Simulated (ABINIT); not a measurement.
# In2O3 (R-3c): G0W0 with ABINIT, start to end, part 2 of 3

How does a plane-wave GW calculation on In2O3 (R-3c) run from the first input to the gap?

ABINIT 10.8.3; LDA and many-body steps on it, plane waves. Known limits of the many-body steps: not at the basis limit; no spin-orbit coupling; coarse k mesh.

So far. Step 2 (Ground state): The gap is indirect, with the least direct gap 0.05 eV higher.

## Step 3: Bands along the symmetry lines

Level of this step: DFT, LDA, plane waves, norm-conserving pseudopotentials (ABINIT).

Levels along a band path, at the cheap level, show where the edges lie and whether the meshes to come will hold them.

Contents of run.abi:

```
acell 3*1.0 Angstrom
rprim 
  2.743499999981 1.583960463511 4.836666666700
  -2.743499999981 1.583960463511 4.836666666700
  -0.000000000000 -3.167920927022 4.836666666700
ntypat 2
znucl 49 8
natom 10
typat 1 1 1 1 2 2 2 2 2 2
xred 
  0.357310000000 0.357310000000 0.357310000000
  0.142690000000 0.142690000000 0.142690000000
  0.642690000000 0.642690000000 0.642690000000
  0.857310000000 0.857310000000 0.857310000000
  0.548000000000 0.952000000000 0.250000000000
  0.250000000000 0.548000000000 0.952000000000
  0.952000000000 0.250000000000 0.548000000000
  0.452000000000 0.048000000000 0.750000000000
  0.750000000000 0.452000000000 0.048000000000
  0.048000000000 0.750000000000 0.452000000000
pp_dirpath "pseudos"
pseudos "In.upf, O.upf"
ecut 42
iscf -2
irdden 1
kptopt 0
nkpt 24
kpt 
  0.00000000 0.00000000 0.00000000
  0.16666667 0.16666667 0.16666667
  0.33333333 0.33333333 0.33333333
  0.50000000 0.50000000 0.50000000
  0.58727783 0.41272217 0.50000000
  0.67455566 0.32544434 0.50000000
  0.76183349 0.23816651 0.50000000
  0.50000000 -0.23816651 0.23816651
  0.50000000 -0.15877767 0.15877767
  0.50000000 -0.07938884 0.07938884
  0.50000000 0.00000000 0.00000000
  0.33333333 0.00000000 0.00000000
  0.16666667 0.00000000 0.00000000
  0.00000000 0.00000000 0.00000000
  0.12302775 -0.12302775 0.00000000
  0.24605551 -0.24605551 0.00000000
  0.36908326 -0.36908326 0.00000000
  0.63091674 0.00000000 0.36908326
  0.58727783 0.00000000 0.41272217
  0.54363891 0.00000000 0.45636109
  0.50000000 0.00000000 0.50000000
  0.33333333 0.00000000 0.33333333
  0.16666667 0.00000000 0.16666667
  0.00000000 0.00000000 0.00000000
istwfk *1
nband 74
nbdbuf 9
tolwfr 1e-07
nstep 50
prtwf 0
prtvol 0
indata_prefix "in"
outdata_prefix "out"
tmpdata_prefix "tmp"
```

Launch:

```console
$ OMP_NUM_THREADS=1 mpirun -n 4 abinit run.abi > log
```

Numbers of over 12 decimals in the logs are rounded to 6 here.

The log of the run:

```text
.Version 10.8.3 of ABINIT. v10.8.2 released Aug 2026.

 Symmetries : space group R-3 c (#167); Bravais hR (rhombohedral)
[... echo of the input left out ...]
== DATASET  1 ==================================================================
-   mpi_nproc: 4, omp_nthreads: 1 (-1 if OMP is not activated)

--- !DatasetInfo
iteration_state: {dtset: 1, }
dimensions: {natom: 10, nkpt: 24, mband: 74, nsppol: 1, nspinor: 1, nspden: 1, mpw: 11092, }
cutoff_energies: {ecut:  42.0, pawecutdg:  -1.0, }
electrons: {nelect:   1.20000000E+02, charge:   0.00000000E+00, occopt:   1.00000000E+00, tsmear:   1.00000000E-02, }

 Real(R)+Recip(G) space primitive vectors, cartesian coordinates (Bohr,Bohr^-1):
 R(1)=  5.1844636  2.9932515  9.1399754  G(1)=  0.0964420  0.0556808  0.0364698
 R(2)= -5.1844636  2.9932515  9.1399754  G(2)= -0.0964420  0.0556808  0.0364698
 R(3)=  0.0000000 -5.9865029  9.1399754  G(3)=  0.0000000 -0.1113616  0.0364698
 Unit cell volume ucvol=  8.5102695E+02 bohr^3
 Angles (23,13,12)=  5.66545413E+01  5.66545413E+01  5.66545413E+01 degrees

 getcut: wavevector=  0.0000  0.0000  0.0000  ngfft=  64  64  64
         ecut(hartree)=     42.000   => boxcut(ratio)=   2.00819

--- Pseudopotential description ------------------------------------------------
- In Generated using ONCVPSP code by D. R. Hamann
- 49.00000  21.00000  180309                  znucl, zion, pspdat
12 -1012 2 -1 1894                            pspcod,pspxc,lmax,lloc,mmax
     nproj     2     2     2
  pspatm : epsatm=   33.93291270
         --- l  ekb(1:nproj) -->
             0    8.377455   -0.565121
             1    2.447487   -1.211193
             2   -3.400789   -0.970230
 pspatm: atomic psp has been read  and splines computed

- O Generated using ONCVPSP code by D. R. Hamann
-  8.00000   6.00000  201201                  znucl, zion, pspdat
12 -1012 2 -1 926                             pspcod,pspxc,lmax,lloc,mmax
     nproj     2     2     1
  pspatm : epsatm=    6.24525921
         --- l  ekb(1:nproj) -->
[...]
2   -1.033686
 pspatm: atomic psp has been read  and splines computed

--------------------------------------------------------------------------------

================================================================================
 prteigrs : about to open file out_EIG
 Non-SCF case, kpt    1 (  0.00000  0.00000  0.00000), residuals and eigenvalues=
  7.26E-08  7.35E-08  6.06E-08  7.32E-08  2.60E-08  1.17E-08  1.31E-08  2.20E-08
  1.80E-08  3.92E-08  2.58E-08  3.92E-08  2.02E-08  3.11E-08  1.91E-08  3.47E-08
  1.46E-08  2.73E-08  9.26E-08  1.65E-08  5.30E-08  7.00E-08  4.00E-08  5.88E-08
[...]
1.91E-05  1.22E-04
 -3.9415E+00 -3.9414E+00 -3.9414E+00 -3.9414E+00 -2.4214E+00 -2.4213E+00
 -2.4211E+00 -2.4211E+00 -2.4202E+00 -2.4202E+00 -2.4202E+00 -2.4202E+00
 -2.4200E+00 -2.4200E+00 -2.4200E+00 -2.4200E+00 -4.4913E-01 -4.1542E-01
[...]
--- !ResultsGS
iteration_state: {dtset: 1, }
comment   : Summary of ground state results
lattice_vectors:
- [  5.1844636,   2.9932515,   9.1399754, ]
- [ -5.1844636,   2.9932515,   9.1399754, ]
- [ -0.0000000,  -5.9865029,   9.1399754, ]
lattice_lengths: [  10.92600,   10.92600,   10.92600, ]
lattice_angles: [ 56.655,  56.655,  56.655, ] # degrees, (23, 13, 12)
lattice_volume:   8.5102695E+02
convergence: {deltae:  0.000E+00, res2:  0.000E+00, residm:  9.962E-08, diffor:  0.000E+00, }
etotal    :  -8.96678819E+02
entropy   :   0.00000000E+00
fermie    :   1.89755434E-01
cartesian_stress_tensor: null
pressure_GPa: null
xred      :
- [  3.5731E-01,   3.5731E-01,   3.5731E-01, In]
- [  1.4269E-01,   1.4269E-01,   1.4269E-01, In]
- [  6.4269E-01,   6.4269E-01,   6.4269E-01, In]
- [  8.5731E-01,   8.5731E-01,   8.5731E-01, In]
- [  5.4800E-01,   9.5200E-01,   2.5000E-01,  O]
- [  2.5000E-01,   5.4800E-01,   9.5200E-01,  O]
- [  9.5200E-01,   2.5000E-01,   5.4800E-01,  O]
- [  4.5200E-01,   4.8000E-02,   7.5000E-01,  O]
- [  7.5000E-01,   4.5200E-01,   4.8000E-02,  O]
- [  4.8000E-02,   7.5000E-01,   4.5200E-01,  O]
cartesian_forces: null
force_length_stats: {min: null, max: null, mean: null, }

 Integrated electronic density in atomic spheres:
 ------------------------------------------------
 Atom  Sphere_radius  Integrated_density
[...]
================================================================================

 ----iterations are completed or convergence reached----

 Mean square residual over all n,k,spin=   44.839E-09; max=  99.624E-09
 reduced coordinates (array xred) for   10 atoms
[...]
0.750000000000      0.452000000000      0.048000000000
       0.048000000000      0.750000000000      0.452000000000

 cartesian coordinates (angstrom) at end:
    1      0.000000     0.000000     5.184568
    2     -0.000000    -0.000000     2.070432
    3      0.000000    -0.000000     9.325432
[...]
9      0.817563     1.751860     6.045833
   10     -1.925937    -0.167900     6.045833
 length scales=  1.889726125908  1.889726125908  1.889726125908 bohr
              =  1.000000000000  1.000000000000  1.000000000000 angstroms
 prteigrs : about to open file out_EIG
 Eigenvalues (hartree) for nkpt=  24  k points:
 kpt#   1, nband= 74, wtk=  1.00000, kpt=  0.0000  0.0000  0.0000 (reduced coord)
[...]
kpt#   2, nband= 74, wtk=  1.00000, kpt=  0.1667  0.1667  0.1667 (reduced coord)
[...]
kpt#   3, nband= 74, wtk=  1.00000, kpt=  0.3333  0.3333  0.3333 (reduced coord)
[...]
kpt#  23, nband= 74, wtk=  1.00000, kpt=  0.1667  0.0000  0.1667 (reduced coord)
[...]
0.58895    0.63151
 kpt#  24, nband= 74, wtk=  1.00000, kpt=  0.0000  0.0000  0.0000 (reduced coord)
[...]
0.17990    0.17990    0.18803    0.18803    0.23383    0.38930    0.41295    0.45301
   0.52128    0.52303    0.52303    0.53256    0.54833    0.54833    0.56756    0.58093
   0.58094    0.63345

== END DATASET(S) ==============================================================
================================================================================

 -outvars: echo values of variables after computation  --------
            nband          74
             nkpt          24
          spgroup         167
 [... the other variables as echoed above ...]

 Calculation completed.
```

Run time: 2.6 min. Hardware: 4 MPI ranks of Arm Neoverse N1, shared host; peak memory 0.67 GiB; 11 min of CPU time.

Numbers from this step:

* gap: 1.193 eV
* k of the valence top: 0.3333, 0, 0
* k of the conduction bottom: 0, 0, 0
* least direct gap: 1.246 eV

The gap is 1.193 eV, −0.007 eV from the run before at this level.

The electronic bands at the labelled points (eV, zero at the top of the highest filled band):

| point | band 57 | band 58 | band 59 | band 60 | band 61 | band 62 | band 63 | band 64 |
| --- | --- | --- | --- | --- | --- | --- | --- | --- |
| Γ | -0.27 | -0.27 | -0.05 | -0.05 | 1.19 | 5.42 | 6.07 | 7.16 |
| T | -0.20 | -0.20 | -0.20 | -0.20 | 4.31 | 4.31 | 7.00 | 7.00 |
| H2 | -0.35 | -0.35 | -0.16 | -0.16 | 5.46 | 5.46 | 5.79 | 5.79 |
| jump to H0 | -0.35 | -0.35 | -0.16 | -0.16 | 5.46 | 5.46 | 5.79 | 5.79 |
| L | -0.78 | -0.78 | -0.07 | -0.07 | 4.86 | 4.86 | 5.72 | 5.72 |
| Γ | -0.27 | -0.27 | -0.05 | -0.05 | 1.19 | 5.42 | 6.07 | 7.16 |
| S0 | -0.46 | -0.27 | -0.22 | -0.07 | 5.18 | 5.40 | 5.63 | 6.07 |
| jump to S2 | -0.46 | -0.27 | -0.22 | -0.07 | 5.18 | 5.40 | 5.63 | 6.07 |
| F | -0.56 | -0.36 | -0.09 | -0.04 | 5.09 | 5.40 | 6.33 | 6.43 |
| Γ | -0.27 | -0.27 | -0.05 | -0.05 | 1.19 | 5.42 | 6.07 | 7.16 |

## Step 4: Empty states on the mesh, 2×2×2 mesh, 701 bands

The sums over transitions need many empty states on a uniform mesh; this step solves for them.

Contents of run.abi:

```
acell 3*1.0 Angstrom
rprim 
  2.743499999981 1.583960463511 4.836666666700
  -2.743499999981 1.583960463511 4.836666666700
  -0.000000000000 -3.167920927022 4.836666666700
ntypat 2
znucl 49 8
natom 10
typat 1 1 1 1 2 2 2 2 2 2
xred 
  0.357310000000 0.357310000000 0.357310000000
  0.142690000000 0.142690000000 0.142690000000
  0.642690000000 0.642690000000 0.642690000000
  0.857310000000 0.857310000000 0.857310000000
  0.548000000000 0.952000000000 0.250000000000
  0.250000000000 0.548000000000 0.952000000000
  0.952000000000 0.250000000000 0.548000000000
  0.452000000000 0.048000000000 0.750000000000
  0.750000000000 0.452000000000 0.048000000000
  0.048000000000 0.750000000000 0.452000000000
pp_dirpath "pseudos"
pseudos "In.upf, O.upf"
ecut 42
ngkpt 2 2 2
nshiftk 1
shiftk 0 0 0
kptopt 1
chksymbreak 0
iscf -2
irdden 1
istwfk *1
nband 701
nbdbuf 62
tolwfr 1e-09
nstep 60
prtvol 0
indata_prefix "in"
outdata_prefix "out"
tmpdata_prefix "tmp"
```

The log of the run:

```text
.Version 10.8.3 of ABINIT. v10.8.2 released Aug 2026.

 Symmetries : space group R-3 c (#167); Bravais hR (rhombohedral)
[... echo of the input left out ...]
== DATASET  1 ==================================================================
-   mpi_nproc: 4, omp_nthreads: 1 (-1 if OMP is not activated)

--- !DatasetInfo
iteration_state: {dtset: 1, }
dimensions: {natom: 10, nkpt: 4, mband: 701, nsppol: 1, nspinor: 1, nspden: 1, mpw: 11092, }
cutoff_energies: {ecut:  42.0, pawecutdg:  -1.0, }
electrons: {nelect:   1.20000000E+02, charge:   0.00000000E+00, occopt:   1.00000000E+00, tsmear:   1.00000000E-02, }

 Real(R)+Recip(G) space primitive vectors, cartesian coordinates (Bohr,Bohr^-1):
 R(1)=  5.1844636  2.9932515  9.1399754  G(1)=  0.0964420  0.0556808  0.0364698
 R(2)= -5.1844636  2.9932515  9.1399754  G(2)= -0.0964420  0.0556808  0.0364698
 R(3)=  0.0000000 -5.9865029  9.1399754  G(3)=  0.0000000 -0.1113616  0.0364698
 Unit cell volume ucvol=  8.5102695E+02 bohr^3
 Angles (23,13,12)=  5.66545413E+01  5.66545413E+01  5.66545413E+01 degrees

 getcut: wavevector=  0.0000  0.0000  0.0000  ngfft=  64  64  64
         ecut(hartree)=     42.000   => boxcut(ratio)=   2.00819

--- Pseudopotential description ------------------------------------------------
- In Generated using ONCVPSP code by D. R. Hamann
- 49.00000  21.00000  180309                  znucl, zion, pspdat
12 -1012 2 -1 1894                            pspcod,pspxc,lmax,lloc,mmax
     nproj     2     2     2
  pspatm : epsatm=   33.93291270
         --- l  ekb(1:nproj) -->
             0    8.377455   -0.565121
             1    2.447487   -1.211193
             2   -3.400789   -0.970230
 pspatm: atomic psp has been read  and splines computed

- O Generated using ONCVPSP code by D. R. Hamann
-  8.00000   6.00000  201201                  znucl, zion, pspdat
12 -1012 2 -1 926                             pspcod,pspxc,lmax,lloc,mmax
     nproj     2     2     1
  pspatm : epsatm=    6.24525921
         --- l  ekb(1:nproj) -->
[...]
2   -1.033686
 pspatm: atomic psp has been read  and splines computed

--------------------------------------------------------------------------------

================================================================================
 prteigrs : about to open file out_EIG
 Non-SCF case, kpt    1 (  0.00000  0.00000  0.00000), residuals and eigenvalues=
  2.54E-11  9.19E-10  3.05E-11  2.21E-11  1.08E-10  1.02E-10  1.33E-10  1.12E-10
  9.00E-11  1.03E-10  7.28E-11  9.80E-11  8.10E-11  9.95E-11  1.08E-10  9.71E-11
  1.30E-11  1.41E-10  2.18E-10  2.55E-11  1.13E-10  7.89E-11  4.50E-11  3.06E-11
[...]
1.51E-03  8.84E-04  8.07E-04  1.66E-03  1.35E-03
 -3.9415E+00 -3.9414E+00 -3.9414E+00 -3.9414E+00 -2.4214E+00 -2.4213E+00
 -2.4211E+00 -2.4211E+00 -2.4202E+00 -2.4202E+00 -2.4202E+00 -2.4202E+00
 -2.4200E+00 -2.4200E+00 -2.4200E+00 -2.4200E+00 -4.4913E-01 -4.1542E-01
[...]
6.0746E+00  6.0749E+00  6.0849E+00  6.0943E+00  6.0958E+00  6.0960E+00
  6.0968E+00  6.0977E+00  6.1001E+00  6.1014E+00  6.1179E+00  6.1334E+00
  6.1398E+00  6.1479E+00  6.1536E+00  6.1605E+00  6.1694E+00
 prteigrs : prtvol=0 or 1, do not print more k-points.

--- !ResultsGS
iteration_state: {dtset: 1, }
comment   : Summary of ground state results
lattice_vectors:
- [  5.1844636,   2.9932515,   9.1399754, ]
- [ -5.1844636,   2.9932515,   9.1399754, ]
- [ -0.0000000,  -5.9865029,   9.1399754, ]
lattice_lengths: [  10.92600,   10.92600,   10.92600, ]
lattice_angles: [ 56.655,  56.655,  56.655, ] # degrees, (23, 13, 12)
lattice_volume:   8.5102695E+02
convergence: {deltae:  0.000E+00, res2:  0.000E+00, residm:  9.954E-10, diffor:  0.000E+00, }
etotal    :  -8.96678819E+02
entropy   :   0.00000000E+00
fermie    :   1.89755434E-01
cartesian_stress_tensor: null
pressure_GPa: null
xred      :
- [  3.5731E-01,   3.5731E-01,   3.5731E-01, In]
- [  1.4269E-01,   1.4269E-01,   1.4269E-01, In]
- [  6.4269E-01,   6.4269E-01,   6.4269E-01, In]
- [  8.5731E-01,   8.5731E-01,   8.5731E-01, In]
- [  5.4800E-01,   9.5200E-01,   2.5000E-01,  O]
- [  2.5000E-01,   5.4800E-01,   9.5200E-01,  O]
- [  9.5200E-01,   2.5000E-01,   5.4800E-01,  O]
- [  4.5200E-01,   4.8000E-02,   7.5000E-01,  O]
- [  7.5000E-01,   4.5200E-01,   4.8000E-02,  O]
- [  4.8000E-02,   7.5000E-01,   4.5200E-01,  O]
cartesian_forces: null
force_length_stats: {min: null, max: null, mean: null, }

 Integrated electronic density in atomic spheres:
 ------------------------------------------------
 Atom  Sphere_radius  Integrated_density
[...]
================================================================================

 ----iterations are completed or convergence reached----

 Mean square residual over all n,k,spin=   33.867E-11; max=  99.540E-11
 reduced coordinates (array xred) for   10 atoms
[...]
0.750000000000      0.452000000000      0.048000000000
       0.048000000000      0.750000000000      0.452000000000

 cartesian coordinates (angstrom) at end:
    1      0.000000     0.000000     5.184568
    2     -0.000000    -0.000000     2.070432
    3      0.000000    -0.000000     9.325432
[...]
9      0.817563     1.751860     6.045833
   10     -1.925937    -0.167900     6.045833
 length scales=  1.889726125908  1.889726125908  1.889726125908 bohr
              =  1.000000000000  1.000000000000  1.000000000000 angstroms
 prteigrs : about to open file out_EIG
 Eigenvalues (hartree) for nkpt=   4  k points:
 kpt#   1, nband=701, wtk=  0.12500, kpt=  0.0000  0.0000  0.0000 (reduced coord)
[...]
6.03358    6.04821    6.04823    6.07132    6.07456    6.07486    6.08489    6.09433
   6.09577    6.09599    6.09678    6.09773    6.10011    6.10142    6.11785    6.13344
   6.13982    6.14792    6.15360    6.16053    6.16937
 prteigrs : prtvol=0 or 1, do not print more k-points.

== END DATASET(S) ==============================================================
================================================================================

 -outvars: echo values of variables after computation  --------
            nband         701
             nkpt           4
          spgroup         167
 [... the other variables as echoed above ...]

 Calculation completed.
```

Elapsed: 21 min, on 4 MPI ranks; peak memory 1.3 GiB.

This step gave:

```yaml
gap: 1.234 eV
k_of_the_valence_top: 0.5, 0.5, 0
k_of_the_conduction_bottom: 0, 0, 0
least_direct_gap: 1.246 eV
k_points_computed: 4
lowest_point_of_the_top_converged_band_above_the_valence_top: 150.0011 eV
```

On this mesh the gap is 1.234 eV. The earlier step found 1.199 eV, so this mesh misses an edge.

## Step 5: Screening, 2×2×2 mesh, 639 bands, screening to 201.4 eV

The RPA dielectric matrix is built and inverted for each q.

This step: RPA screening on LDA, plane waves, norm-conserving pseudopotentials.

run.abi: that of step 4 with these lines changed.

```diff
@@ -28,10 +28,11 @@
 chksymbreak 0
-iscf -2
-irdden 1
 istwfk *1
-nband 701
-nbdbuf 62
-tolwfr 1e-09
-nstep 60
-prtvol 0
+occopt 1
+irdwfk 1
+optdriver 3
+nband 639
+ecuteps 7.4
+inclvkb 2
+awtr 1
+symchi 1
 indata_prefix "in"
```

The log of the run:

```text
.Version 10.8.3 of ABINIT. v10.8.2 released Aug 2026.

 Symmetries : space group R-3 c (#167); Bravais hR (rhombohedral)
[... echo of the input left out ...]
== DATASET  1 ==================================================================
-   mpi_nproc: 4, omp_nthreads: 1 (-1 if OMP is not activated)

--- !DatasetInfo
iteration_state: {dtset: 1, }
dimensions: {natom: 10, nkpt: 4, mband: 639, nsppol: 1, nspinor: 1, nspden: 1, mpw: 11092, }
cutoff_energies: {ecut:  42.0, pawecutdg:  -1.0, }
electrons: {nelect:   1.20000000E+02, charge:   0.00000000E+00, occopt:   1.00000000E+00, tsmear:   1.00000000E-02, }

 SCREENING: Calculation of the susceptibility and dielectric matrices

 Based on a program developped by R.W. Godby, V. Olevano, G. Onida, and L. Reining.
 Incorporated in ABINIT by V. Olevano, G.-M. Rignanese, and M. Torrent.
.Using double precision arithmetic ; gwpc =  8

[... cell and pseudopotentials left out ...]
--------------------------------------------------------------------------------

 ==== K-mesh for the wavefunctions ====
 Number of points in the irreducible wedge :     4
[... list of points left out ...]
 Together with 12 symmetry operations and time-reversal symmetry
 yields     8 points in the full Brillouin Zone.

 ==== Q-mesh for the screening function ====
 Number of points in the irreducible wedge :     4
[... list of points left out ...]
 Together with 12 symmetry operations and time-reversal symmetry
 yields     8 points in the full Brillouin Zone.

 setmesh: FFT mesh size selected  =    48x   48x   48
          total number of points  =       110592

 vcoul_init : cutoff-mode = AUXILIARY_FUNCTION
 q-points for optical limit:   1
     1)      0.000010    0.000020    0.000030

- screening: taking advantage of time-reversal symmetry
- Maximum band index for partially occupied states nbvw = 60
- Remaining bands to be divided among processors   nbcw = 579
- Number of bands treated by each node ~144

 Number of electrons calculated from density =  120.0000; Expected =  120.0000
 average of density, n =  0.141006
 r_s =    1.1919
 omega_plasma =   36.2222 [eV]

 calculating chi0 at frequencies [eV] :
  1    0.000000E+00    0.000000E+00
  2    0.000000E+00    3.622218E+01

--------------------------------------------------------------------------------
  q-point number  1        q = ( 0.000000, 0.000000, 0.000000) [r.l.u.]
--------------------------------------------------------------------------------
[... chi0 elements left out ...]
 For q-point:  0.000010 0.000020 0.000030
  dielectric constant =   8.4214
  dielectric constant without local fields =   8.8606

  Average fulfillment of the sum rule on Im[epsilon] for q-point    1 :     83.03  [%]
[... wings left out ...]
  q-point number  2        q = ( 0.500000, 0.000000, 0.000000) [r.l.u.]
--------------------------------------------------------------------------------
[... chi0 elements left out ...]
  Average fulfillment of the sum rule on Im[epsilon] for q-point    2 :     86.17  [%]

 [... 2 further q-points ...]
```

It took 28 min on 4 MPI ranks; peak memory 6.9 GiB; 1.9 h of CPU time.

Numbers from this step:

```
ε∞ with local fields, on this mesh, along the program's q direction : 8.421
the same without local fields                                       : 8.861
plasma frequency                                                    : 36.22 eV
plane waves in the screening matrix                                 : 821
```

Local fields lower ε∞ by 5 %. On a Γ-centred mesh this coarse the value itself is usually too large, while a short band sum pulls it down.

[end of part 2 of 3]

[Paths, hosts, dates, memory and timing lines, banners, echoed tables and standing remarks are left out of the program output.]

[Logs are printed without paths, hosts, clocks, repeated set-up lines and the standing remarks that a program may print on its own settings, such as how far it seeks lower states.]

[Runs of the session that timed out or met a known fault of the program may be left out.]

[Hosts, paths, dates, database ids (printed as entryN), source tags and the programs' standing remarks are cut or masked in the printed files.]

[G0W0 gaps are taken among the corrected bands and points alone; a level outside them can change the order at an edge.]

[Where Ansatz stands beside ABINIT at settings called matched, ABINIT's density can come from a denser mesh and the files from another edition; pairs whose starting gaps differed by over 0.03 eV were left out, so agreement reads better than it is.]
